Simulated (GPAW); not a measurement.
Two runs for the Ti K edge of atom 2 in BaTiO3 (P4mm). Run A: GPAW, LDA, full core hole (charged cell), 10-atom cell with 5.7 Å between holes, 6×6×6 k points, dipole transitions, Gaussian full width 0.94 eV up to 4 eV, rising linearly to 3.5 eV at 25 eV. Run B differs in one choice.

Energy from the lowest empty level; intensity scaled to a mean of 1 over the first 20 eV:

| E (eV) | A | B |
| --- | --- | --- |
| -2.00 | 0.00 | 0.00 |
| -1.25 | 0.00 | 0.00 |
| -0.50 | 0.00 | 0.00 |
| 0.25 | 0.02 | 0.01 |
| 1.00 | 0.01 | 0.01 |
| 1.75 | 0.05 | 0.09 |
| 2.50 | 0.25 | 0.22 |
| 3.25 | 0.14 | 0.06 |
| 4.00 | 0.03 | 0.10 |
| 4.75 | 0.33 | 0.53 |
| 5.50 | 0.62 | 0.34 |
| 6.25 | 0.24 | 0.11 |
| 7.00 | 0.16 | 0.20 |
| 7.75 | 0.22 | 0.23 |
| 8.50 | 0.21 | 0.20 |
| 9.25 | 0.18 | 0.17 |
| 10.00 | 0.16 | 0.18 |
| 10.75 | 0.20 | 0.28 |
| 11.50 | 0.38 | 0.61 |
| 12.25 | 0.92 | 1.34 |
| 13.00 | 1.83 | 2.18 |
| 13.75 | 2.54 | 2.61 |
| 14.50 | 2.70 | 2.64 |
| 15.25 | 2.59 | 2.45 |
| 16.00 | 2.39 | 2.17 |
| 16.75 | 2.17 | 1.93 |
| 17.50 | 2.05 | 1.92 |
| 18.25 | 2.11 | 2.10 |
| 19.00 | 2.27 | 2.22 |
| 19.75 | 2.34 | 2.13 |
| 20.50 | 2.22 | 1.92 |
| 21.25 | 2.00 | 1.76 |
| 22.00 | 1.84 | 1.73 |
| 22.75 | 1.80 | 1.78 |
| 23.50 | 1.86 | 1.86 |
| 24.25 | 1.96 | 1.92 |
| 25.00 | 2.06 | 1.95 |
| 25.75 | 2.13 | 1.92 |
| 26.50 | 2.16 | 1.84 |
| 27.25 | 2.11 | 1.71 |
| 28.00 | 1.97 | 1.53 |
| 28.75 | 1.76 | 1.37 |
| 29.50 | 1.55 | 1.26 |
| 30.25 | 1.38 | 1.20 |
| 31.00 | 1.29 | 1.16 |
| 31.75 | 1.26 | 1.14 |

The database entry behind the starting cell differs from later determinations by our own check (c/a about 0.6 % short), so it need not match the best structure at ambient conditions.

Q: What was changed?
a) the size of the supercell
b) the broadening
c) the k mesh of the field
d) the volume of the cell

(d): run B changes the volume scale from 1 to 1.06. The scaled spectrum changes by 12 % r.m.s. The highest intensity below 24 eV goes from 14.4 eV (2.70) to 14.2 eV (2.66). Other settings could leave a like mark; this is the one that was changed.

[Hosts, paths, dates, database ids (printed as entryN), source tags and the programs' standing remarks are cut or masked in the printed files.]

[Lists of maxima count a maximum above −3 eV only where it reaches 4 % of the highest in the window and stands out from its surroundings by 2 % of it (1.5 % where it reaches 55 %); shoulders and weaker maxima are passed over, and of the rest the first, up to two pre-edge ones and the few strongest are named.]
